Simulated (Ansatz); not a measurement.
# WS2 (P6_3/mmc): how ε∞ follows the gap

The empty bands of WS2 (P6_3/mmc) are shifted up rigidly by Δ, and ε∞ along x is computed for each shift. x, y and z are the Cartesian axes of the input cell.

Cell: a, b, c = 3.180, 3.180, 12.500 Å (primitive vectors), 6 atoms.

Method: Ansatz 0.2.0, PBE, independent particles, k-mesh 9×9×2 with interpolation inside its cells, Gaussian parameter 0.1 eV.

Launch of the response step: `ansatz run input.yaml --threads 4 --pin off --max-ram 8192MiB --backend cpu --events-out ev --progress --plain --runs-dir out`. The series took 5.2 min in all, on 4 threads of Arm Neoverse V1 (shared host).

| Δ (eV) | ε∞ along x |
| --- | --- |
| 0.00 | ? |
| 0.40 | 13.167 |
| 0.80 | 12.149 |
| 1.20 | 11.308 |
| 1.60 | 10.599 |
| 2.00 | 9.990 |

With one effective transition at E₀ and fixed dipole strength, ε∞ − 1 = A/(E₀ + Δ), so 1/(ε∞ − 1) is linear in Δ.

Working, on the rows shown:

| x = Δ (eV) | y = 1/(ε∞ − 1) |
| --- | --- |
| 0.4 | 0.0821895 |
| 0.8 | 0.0896941 |
| 1.2 | 0.097012 |
| 1.6 | 0.104178 |
| 2 | 0.111235 |

Means: x̄ = 1.2, ȳ = 0.096862. Σ(x − x̄)(y − ȳ) = 0.02903, Σ(x − x̄)² = 1.6. Slope = 0.02903 / 1.6 = 0.01814; intercept = ȳ − slope · x̄ = 0.075089. Turned back into ε∞ along x, the line misses the rows shown by at most 0.023.

Task: Fill in the last column of the withheld row.

Result: At x = 0 the line gives y = 0.075089, that is 14.317. The run gave 14.432, so the extrapolation is off by 0.11, 3 % of the range in the table.

Refitted with all rows, the slope is 0.01837 and the intercept 0.074754. These give E₀ = intercept/slope = 4.1 eV, far above the least direct gap of 1.74 eV: most of the screening comes from transitions well over the edge. Over the first step ε∞ falls by 22 % per eV. The cell comes from an older database entry, whose edges can be off by a per cent or so. Excitons are left out and so are local fields; PBE gaps are as a rule too small. Spin-orbit coupling is left out.
